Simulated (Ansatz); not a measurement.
# Phonons of As (R-3m, 2 atoms in the cell) against volume, part 3 of 3

Aim: how do the optical modes of As (R-3m, 2 atoms in the cell) move with volume?

Ansatz 0.2.0; DFT PBEsol, scalar-relativistic, plane waves, PAW; PAW set soft_1.

So far, highest optical mode at the zone centre (no LO-TO term) (cm⁻¹): step 4 (zone-centre response at rest) 236; step 6 (volume ratio 1.06) 240.

The database entry behind the starting cell differs from later determinations by our own check (old inner coordinate), so it need not match the best structure at ambient conditions.

## (8) Modes of this member: 0.9 times the volume at rest

The zone-centre modes follow for 0.9 times the volume at rest.

input.yaml reads:

```yaml
crystal:
  lattice:
    - [1.8534579382, 1.0700944395, 3.1541248508]
    - [-1.8534579382, 1.0700944395, 3.1541248508]
    - [0.0, -2.140188879, 3.1541248508]
  atoms:
    - { symbol: As, position: [0.7648622112, 0.7648622112, 0.7648622112] }
    - { symbol: As, position: [0.2351377888, 0.2351377888, 0.2351377888] }
kpoints:
  mp_grid: { grid: [15, 15, 15] }
hamiltonian:
  xc: pbesol
  pseudopotentials: { kind: paw, azcp: { folder: soft_1 }, xc_functional: pbe }
scf:
  occupations: { method: methfessel_paxton, width: 0.2 }
output:
  eigenvalues: true
phonons:
  method: dfpt
```

Launch:

```console
$ ansatz run input.yaml --threads 4 --pin off --max-ram 10240MiB --backend cpu --events-out ev --progress --plain --runs-dir out
```

Numbers of over 12 decimals in the logs are rounded to 6 here.

What it wrote:

```text
[...]
Crystal: 2 atoms, lattice volume = 37.535 Å³
Basis set: ecut = 420 eV, 737 PW (Γ), exchange–correlation on 54×54×54 points (8 copies of the dense FFT grid, shifted against one another)
Bands: 19, of which v1, the nominal top of the filled ones, is band 15 counted from 1 (14 counted from 0)
Symmetry: 12 space group operations
k-points: 904 of 3375 (irreducible under 2 space group operations, time reversal used)
[...]
k-point 1: bands = [... 11 lower, 6.9793, 9.8422, 9.9521, 10.1975, 15.0265, 15.6609, 15.6860, 18.0375]
  k-point 2: bands = [... 11 lower, 6.0365, 9.8287, 9.9084, 10.6308, 14.8107, 15.1418, 15.2575, 17.7374]
  k-point 903: bands = [... 11 lower, 1.0533, 9.5092, 10.2061, 11.5854, 12.4134, 12.6973, 14.3297, 21.1836]
[...]
ASR residual: 1.074e-5 → 0.000e0 eV/Å²; symmetrization residual: 1.321e-5 eV/Å²
  ASR residual per site (eV/Å²): 1.07e-5 1.07e-5
  Γ frequencies (cm⁻¹): 0.00 0.00 0.00 134.18 134.18 222.73
[...]
[key lines of the parts left out:]
SCF converged after 11 iterations
Free energy (F): -9625.969563 eV
Fermi energy:    12.234122 eV
```

Elapsed: 71 s, on 4 threads of Intel Xeon at 2.70GHz, shared host; peak memory 2.1 GiB.

Numbers from this step:

```
sum-rule residual before enforcement                    : 1.07e-5 eV/Å²
highest optical mode at the zone centre (no LO-TO term) : 222.7 cm⁻¹
lowest optical zone-centre mode                         : 134.2 cm⁻¹
```

Patterns of degenerate modes are one choice out of their space. Modes at Γ:

```
mode  frequency (cm⁻¹)  symmetry
   1               0.0  acoustic
   2               0.0  acoustic
   3               0.0  acoustic
   4             134.2        Eg
   5             134.2        Eg
   6             222.7       A1g
```

Displacements in mode 4 (134.2 cm⁻¹), the largest set to 1:
```
As1  0.00  1.00  0.00
As2  0.00 -1.00  0.00
```

Displacements in mode 6 (222.7 cm⁻¹), the largest set to 1:
```
As1  0.00  0.00  1.00
As2  0.00  0.00 -1.00
```

The lowest optical mode is real, 134 cm⁻¹, and the highest lies at 222.7 cm⁻¹.

For the highest optical mode at the zone centre (no LO-TO term), step 4 gave 236 cm⁻¹; this run, with volume ratio 0.9, gives 223 cm⁻¹ (-6 %).

## (9) The series together

The members are set side by side, also those not shown above.

Each row is one cell with its response, relaxed at fixed volume as far as symmetry leaves anything free; energies are extrapolated to zero smearing, and E0 is that at rest; shape and atoms are relaxed in each cell where symmetry leaves them free; all runs use 15×15×15 k points and Methfessel-Paxton smearing of 0.2 eV. State of the crystal along the series:

```
volume ratio  V (Å³/atom)  pressure (GPa)  E - E0 (meV/atom)  first cell vector (Å)  third cell vector (Å)
         0.9        18.77           7.467              43.17                  3.812                  3.812
        0.92        19.18           5.549              26.25                   3.85                   3.85
        0.94         19.6           3.869              14.03                  3.889                  3.889
        0.96        20.02           2.397              5.923                  3.929                  3.929
        0.98        20.44           1.107              1.409                   3.97                   3.97
        0.99        20.64          0.5271             0.3449                  3.991                  3.991
           1        20.85        0.002749                  0                  4.013                  4.013
        1.02        21.27         -0.9439              1.267                  4.056                  4.056
        1.04        21.69          -1.715              4.781                  4.103                  4.103
        1.06         22.1          -2.328              10.11                  4.152                  4.152
```

Each mode is tracked from rest by its pattern, and modes that stay within 0.3 cm⁻¹ of each other stand once; shape and atoms are relaxed in each cell where symmetry leaves them free; all runs use 15×15×15 k points and Methfessel-Paxton smearing of 0.2 eV. Optical modes along the series:

```
V (Å³/atom)  mode 4 Eg (cm⁻¹)  mode 6 A1g (cm⁻¹)
      18.77             134.2              222.7
      19.18             141.1              226.2
       19.6             148.7              229.1
      20.02             155.8              231.9
      20.44             161.1              234.2
      20.64               163              235.1
      20.85             164.9                236
      21.27             167.7              236.9
      21.69             170.3              238.1
       22.1             173.8              240.2
```

From cubic fits (parabolas where under five rows exist) of ln ω and P against ln V through the rows within about 4 % of rest: γ = −d ln ω / d ln V and dω/dP = γ ω / B. Slopes at rest:

```
      mode  fitted frequency at rest (cm⁻¹)  Grüneisen parameter γ  dω/dP (cm⁻¹/GPa)
 mode 4 Eg                            164.8                  -0.98             -3.16
mode 6 A1g                            235.8                  -0.27             -1.26
```

## (10) Outcome

```yaml
members: 10
highest_optical_mode_at_the_zone_centre_no_lo_to_term_at_rest: 236.0 cm⁻¹
bulk_modulus_at_rest: 51.2 GPa
mode_4_eg_gamma: -0.98
mode_6_a1g_gamma: -0.27
```

In words: The series spans -2.3 to 7.5 GPa, and the slope at rest gives a bulk modulus of 51 GPa. Among the modes in the table of slopes γ runs from -0.98 (mode 4 Eg) to -0.27 (mode 6 A1g). A negative γ means that the mode softens under pressure. One k mesh and one cutoff serve the ground states and modes of all volumes. These are harmonic frequencies at zero temperature: anharmonic shifts, linewidths and thermal expansion are left out. With no gap, or one that is small against the smearing, the frequencies hang on the k mesh and the smearing, most of all near Kohn anomalies. The PAW files were made for PBE; the program adapts parts of them to the functional of the run, but their partial waves stay those of PBE, an approximation that was not tested in this session. Only the zone centre was solved, so an instability at another wavevector cannot show here.

[Logs are printed without paths, hosts, clocks, repeated set-up lines and the standing remarks that a program may print on its own settings, such as how far it seeks lower states.]

[Hosts, paths, dates, database ids (printed as entryN), source tags and the programs' standing remarks are cut or masked in the printed files.]
